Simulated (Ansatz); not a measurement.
## What BiAs (built on the sites of a database entry of YAs) distorts into

Wanted: the energy along a soft mode of BiAs (built on the sites of a database entry of YAs) and the structure at the end.

Main program and level: Ansatz 0.2.0; DFT RPBE, scalar-relativistic, plane waves, PAW.

Report form: the programs' logs are mostly left out.

The structure was built from a prototype and need not be the compound's stable phase.

## (1) Set-up

The structure is cubic, space group Fm-3m (No. 225). The conventional cell has a = 6.082 Å, b = 6.082 Å, c = 6.082 Å, α = 90.00°, β = 90.00°, γ = 90.00°. Nearest to Bi lie 6 As at 3.04 Å. Nearest to As lie 6 Bi at 3.04 Å. Farther neighbours are not listed.

## (2) Linear response at the zone centre

The cell comes from relaxations at this level that are not shown. The zone centre is the only wavevector solved here; it holds the modes that light can see, as far as symmetry allows. No field response is asked, since the mesh shows no gap.

Contents of input.yaml:

```yaml
crystal:
  lattice:
    - [0.0, 3.0411081202, 3.0411081202]
    - [3.0411081202, 0.0, 3.0411081202]
    - [3.0411081202, 3.0411081202, 0.0]
  atoms:
    - { symbol: Bi, position: [0.5, 0.5, 0.5] }
    - { symbol: As, position: [0.0, 0.0, 0.0] }
kpoints:
  mp_grid: { grid: [12, 12, 12] }
hamiltonian:
  xc: rpbe
scf:
  occupations: { method: methfessel_paxton, width: 0.15 }
output:
  eigenvalues: true
phonons:
  method: dfpt
```

Launch:

```
ansatz run input.yaml --threads 4 --pin off --max-ram 7168MiB --backend cpu --events-out ev --progress --plain --runs-dir out
```

It took 13 s on 4 threads of AMD EPYC 7R43, shared host; peak memory 0.89 GiB.

This step gave:

```
volume per atom                                         : 28.13 Å³
gap on the k-mesh                                       : 0 eV
sum-rule residual before enforcement                    : 1.99e-4 eV/Å²
point group                                             : m-3m
highest optical mode at the zone centre (no LO-TO term) : -141.4 cm⁻¹
lowest optical zone-centre mode                         : -141.4 cm⁻¹
```

Patterns of degenerate modes are one choice out of their space. Modes at Γ, with each element's share of the kinetic energy (negative means imaginary):

```
mode  frequency (cm⁻¹)  symmetry  Bi %  As %
   1            -141.4       T1u    26    74
   2            -141.4       T1u    26    74
   3            -141.4       T1u    26    74
   4               0.0  acoustic    74    26
   5               0.0  acoustic    74    26
   6               0.0  acoustic    74    26
```

Displacements in mode 3 (-141.4 cm⁻¹), the largest set to 1:
```
Bi1  0.00  0.03 -0.36
As2  0.00 -0.07  1.00
```

Before it was imposed, the acoustic sum rule was missed by 2.0e-4 eV/Å². Small misses are needed for a sound result but don't prove that mesh and cutoff are converged. The lowest optical mode is imaginary, 141.4i cm⁻¹, so the energy falls along it.

## (3) The mode frozen in, largest atomic shift 0 Å

The mode followed lies at Γ with frequency 141.4i cm⁻¹ and is 3-fold degenerate, the softest among the wavevectors solved. At small amplitude the distorted cell has space group no. 44 by a symmetry search on the positions. The undistorted cell that holds it gives the zero of energy on the same k mesh.

Changes to input.yaml since step 2:

```diff
@@ -15,4 +15,4 @@
 output:
+  forces: true
+  stress: true
   eigenvalues: true
-phonons:
-  method: dfpt
```

Run time: 2.3 s. Hardware: 4 threads; peak memory 0.43 GiB.

This step gave:

```
pressure                         : 0.004814 GPa
energy from the undistorted cell : 0 meV/atom
```

The run ends at a pressure of 0.00 GPa.

## (4) The mode frozen in, largest atomic shift 0.22 Å

The atoms are moved along the unstable eigenvector, the largest shift by 0.22 Å, with the cell fixed.

input.yaml, the sections that differ from step 3:

```yaml
crystal:
  lattice:
    - [0.0, 3.0411081202, 3.0411081202]
    - [3.0411081202, 0.0, 3.0411081202]
    - [3.0411081202, 3.0411081202, 0.0]
  atoms:
    - { symbol: Bi, position: [0.5183390688, 0.5, 0.5] }
    - { symbol: As, position: [-0.0511535551, 0.0, 0.0] }
# kpoints, hamiltonian, scf, output: as in step 3
```

Wall time 9.1 s (4 threads); peak memory 0.62 GiB; 33 s of CPU time.

Numbers from this step:

```
pressure                         : 1.663 GPa
energy from the undistorted cell : -31.86 meV/atom
```

The energy, extrapolated to zero smearing, is -31.86 meV/atom against the undistorted cell.

The run ends at a pressure of 1.66 GPa, with forces up to 0.0052 eV/Å.

## (5) Energy along the mode, all amplitudes (two of the runs are shown above)

An imaginary frequency means negative curvature, so the energy should fall and then rise again as anharmonic terms take over.

Numbers from this step:

| Item | Value |
| --- | --- |
| depth at the lowest point sampled | 31.86 meV/atom |
| largest atomic shift at that point | 0.22 Å |

Table of energy from the parent by largest atomic shift:

```
largest atomic shift (Å)  energy from the parent (meV/atom)
                   0.000                                  0
                   0.040                              -2.87
                   0.080                              -10.0
                   0.140                              -23.0
                   0.220                              -31.9
                   0.320                              -10.1
                   0.450                                101
```

Displacement at unit largest shift by atom:

```
atom  x (Å)   y (Å)   z (Å)   size
 Bi1  0.000   0.254   0.254  0.359
 As2  0.000  -0.707  -0.707  1.000
```

The lowest of the steps tried is at 0.22 Å, 31.9 meV/atom below the parent; the bottom of the well need not coincide with a step.

## (6) Relaxation from the frozen mode

Starting from the lowest point found, all atoms and the cell are let go, so that strain and other modes of the same symmetry can join in.

Changes to input.yaml since step 4:

```diff
@@ -18 +18,6 @@
   eigenvalues: true
+relax:
+  adjacent_minimum: "off"
+  f_tol: 0.002
+  max_steps: 120
+  cell: { stress_tol: 0.03 }
```

Wall time 2 min (4 threads); peak memory 0.71 GiB.

Step by step:

```
step  energy less that of the first step (eV)  largest force component (eV/Å)  pressure (GPa)  volume (Å³)
   1                                   0.0000                          0.0037            1.66        56.25
   2                                  -0.0289                          0.1653           -0.61        59.06
   3                                  -0.0415                          0.0424            0.01        59.34
   4                                  -0.0439                          0.0310            0.19        59.93
   5                                  -0.0442                          0.0054            0.08        60.04
   6                                  -0.0442                          0.0026            0.01        60.15
   7                                  -0.0442                          0.0002            0.00        60.18
  8*                                  -0.0453                          0.0005            0.02        60.18
   9                                  -0.0453                          0.0001            0.01        60.26
 10*                                  -0.0453                          0.0001            0.01        60.26
```

Relaxation steps marked * repeat the geometry before them on a plane-wave basis chosen anew for their cell, so energy and pressure can jump there.

Forces are held to the 4 operations that the run works with; a distortion that breaks them can't arise in this run.

```
conventional cell, symmetrised  before  after  change
                         a (Å)   4.301  4.217  -1.9 %
                         b (Å)   6.082  6.075  -0.1 %
                         c (Å)   4.301  4.705  +9.4 %
              volume (Å³/atom)   28.13  30.13  +7.1 %
```

The atoms that moved most (Å, as changes of fractional coordinates times the final cell):

```
atom     dx      dy      dz  length
 Bi1  0.000   0.052   0.052   0.073
 As2  0.000  -0.052  -0.052   0.073
```

Final coordinates:

```xyz
2
Lattice="0.0000 3.3271 3.3271 3.0373 0.1726 3.1545 3.0373 3.1545 0.1726" Properties=species:S:1:pos:R:3 pbc="T T T"
Bi    3.0373    3.4400    3.4400
As    0.0000   -0.2221   -0.2221
```

Numbers from this step:

| Quantity | Value |
| --- | --- |
| pressure | 0.008009 GPa |
| volume per atom | 30.13 Å³ |

The distorted start has space group Imm2; the relaxation ends in Imm2.

## (7) The new phase in its own primitive cell

The relaxed structure is symmetrised, reduced to its primitive cell and relaxed tightly, as its phonons need.

input.yaml, the sections that differ from step 6:

```yaml
crystal:
  lattice:
    - [-2.1084604598, 3.0372614151, 2.3526142085]
    - [2.1084604598, -3.0372614151, 2.3526142085]
    - [2.1084604598, 3.0372614151, -2.3526142085]
  atoms:
    - { symbol: Bi, position: [0.4660612142, 0.9660612142, 0.5] }
    - { symbol: As, position: [0.0667532721, 0.0667532721, 0.0] }
relax:
  adjacent_minimum: "off"
  f_tol: 0.001
  max_steps: 60
  cell: { stress_tol: 0.01 }
# kpoints, hamiltonian, scf, output: as in step 6
```

Wall time 64 s (4 threads); peak memory 0.69 GiB.

The steps of the relaxation:

```
step  energy less that of the first step (eV)  largest force component (eV/Å)  pressure (GPa)  volume (Å³)
   1                                   0.0000                          0.0002            0.01        60.26
   2                                   0.0000                          0.0013            0.00        60.28
   3                                   0.0000                          0.0024            0.00        60.31
   4                                   0.0000                          0.0009            0.00        60.30
  5*                                   0.0000                          0.0009            0.00        60.30
```

Relaxation steps marked * repeat the geometry before them on a plane-wave basis chosen anew for their cell, so energy and pressure can jump there.

Forces are held to the 4 operations that the run works with; a distortion that breaks them can't arise in this run.

```
conventional cell, symmetrised  before  after  change
                         a (Å)   4.217  4.215  -0.0 %
                         b (Å)   6.075  6.074  -0.0 %
                         c (Å)   4.705  4.710  +0.1 %
              volume (Å³/atom)   30.13  30.15  +0.1 %
```

The relaxed structure:

```xyz
2
Lattice="-2.1076 3.0372 2.3552 2.1076 -3.0372 2.3552 2.1076 3.0372 -2.3552" Properties=species:S:1:pos:R:3 pbc="T T T"
Bi    2.1076    0.0000    2.1946
As    0.0000    0.0000    0.3152
```

This step gave:

```
pressure        : 9.72e-4 GPa
volume per atom : 30.15 Å³
```

The largest force component left is 0.87 meV/Å and the pressure is 0.001 GPa, within the tolerances set. The cell now holds 30.15 Å³/atom.

## (8) Modes of the new phase

A relaxed structure may still be a saddle point, so its zone-centre modes are computed. No field response is asked, since the mesh shows no gap.

input.yaml, the sections that differ from step 7:

```yaml
crystal:
  lattice:
    - [-2.107612228, 3.0371601588, 2.355223819]
    - [2.107612228, -3.0371601588, 2.355223819]
    - [2.107612228, 3.0371601588, -2.355223819]
  atoms:
    - { symbol: Bi, position: [0.4659082538, 0.9659082538, 0.5] }
    - { symbol: As, position: [0.0669062325, 0.0669062325, 0.0] }
output:
  eigenvalues: true
phonons:
  method: dfpt
# kpoints, hamiltonian, scf: as in step 7
# relax: removed
```

Wall time 91 s (4 threads); peak memory 1.2 GiB.

This step gave:

| Item | Value |
| --- | --- |
| sum-rule residual before enforcement | 2.69e-5 eV/Å² |
| point group | mm2 |
| highest optical mode at the zone centre (no LO-TO term) | 160.7 cm⁻¹ |
| lowest optical zone-centre mode | 78.11 cm⁻¹ |

Patterns of degenerate modes are one choice out of their space. The modes at Γ (shares of kinetic energy by element, %):

```
mode  frequency (cm⁻¹)  symmetry  Bi %  As %
   1               0.0  acoustic    74    26
   2               0.0  acoustic    74    26
   3               0.0  acoustic    74    26
   4              78.1        B2    26    74
   5             122.9        B1    26    74
   6             160.7        A1    26    74
```

Displacements in mode 4 (78.1 cm⁻¹), the largest set to 1:
```
Bi1  0.00 -0.36  0.00
As2  0.00  1.00  0.00
```

Displacements in mode 6 (160.7 cm⁻¹), the largest set to 1:
```
Bi1  0.00  0.00 -0.36
As2  0.00  0.00  1.00
```

Before it was imposed, the acoustic sum rule was missed by 2.7e-5 eV/Å². Small misses are needed for a sound result but don't prove that mesh and cutoff are converged. The lowest optical mode is real, 78.1 cm⁻¹.

## (9) The phases reached

The phases reached along the modes that were followed are set side by side.

Energies are those of the first relaxation, on the mesh of the frozen mode; space group, volume and gap are those of the last relaxation. Phases, by row:

```
          mode frozen in  space group  energy from parent (meV/atom)  volume (Å³/atom)  gap on mesh (eV)  lowest zone-centre optical mode (cm⁻¹)  largest shift (Å)
                  parent        Fm-3m                              0             28.12                 0                                       –                  –
q = (0, 0, 0), 141i cm⁻¹         I4mm                         -42.59             29.54             0.379                                    45.2              0.216
q = (0, 0, 0), 141i cm⁻¹          R3m                         -59.68             30.41                 0                                   118.4              0.242
q = (0, 0, 0), 141i cm⁻¹         Imm2                         -54.51             30.15                 0                                    78.1              0.237
```

## (10) Results

- unstable mode of the parent: q = (0, 0, 0), 141i cm⁻¹
- depth at the lowest point sampled: 31.9 meV/atom
- largest atomic shift at that point: 0.22 Å
- space group reached (within 0.01 Å): Imm2
- energy gained over the parent (first relaxation, on the mesh of the frozen mode): 54.5 meV/atom
- volume per atom, phase reached: 30.2 Å³
- lowest optical zone-centre mode, phase reached: 78.1 cm⁻¹
- highest optical mode at the zone centre (no LO-TO term), phase reached: 161 cm⁻¹

**Reading.** Along this mode the structure falls into Imm2, 54.5 meV/atom below the parent. At the parent's cell the well is 31.86 meV/atom deep on the steps tried, with its lowest point at a shift of 0.22 Å. Relaxing atoms and cell changes the gain by +22.66 meV/atom against the lowest step (energies at zero smearing). The new phase has no imaginary mode at the zone centre of its cell; other wavevectors were not checked. Of the 3 patterns followed to their end from this parent, this one ends 5.16 meV/atom above the lowest, R3m. Each path keeps the symmetry of its pattern, so a lower phase may lie along a pattern not tried. With no gap, or one that is small against the smearing, the frequencies hang on the k mesh and the smearing, most of all near Kohn anomalies. Spin-orbit coupling is left out, which can matter for the heavy elements here. The starting cell was built on a prototype and not taken from a measurement, so the phase need not exist.

[Logs are printed without paths, hosts, clocks, repeated set-up lines and the standing remarks that a program may print on its own settings, such as how far it seeks lower states.]

[Hosts, paths, dates, database ids (printed as entryN), source tags and the programs' standing remarks are cut or masked in the printed files.]
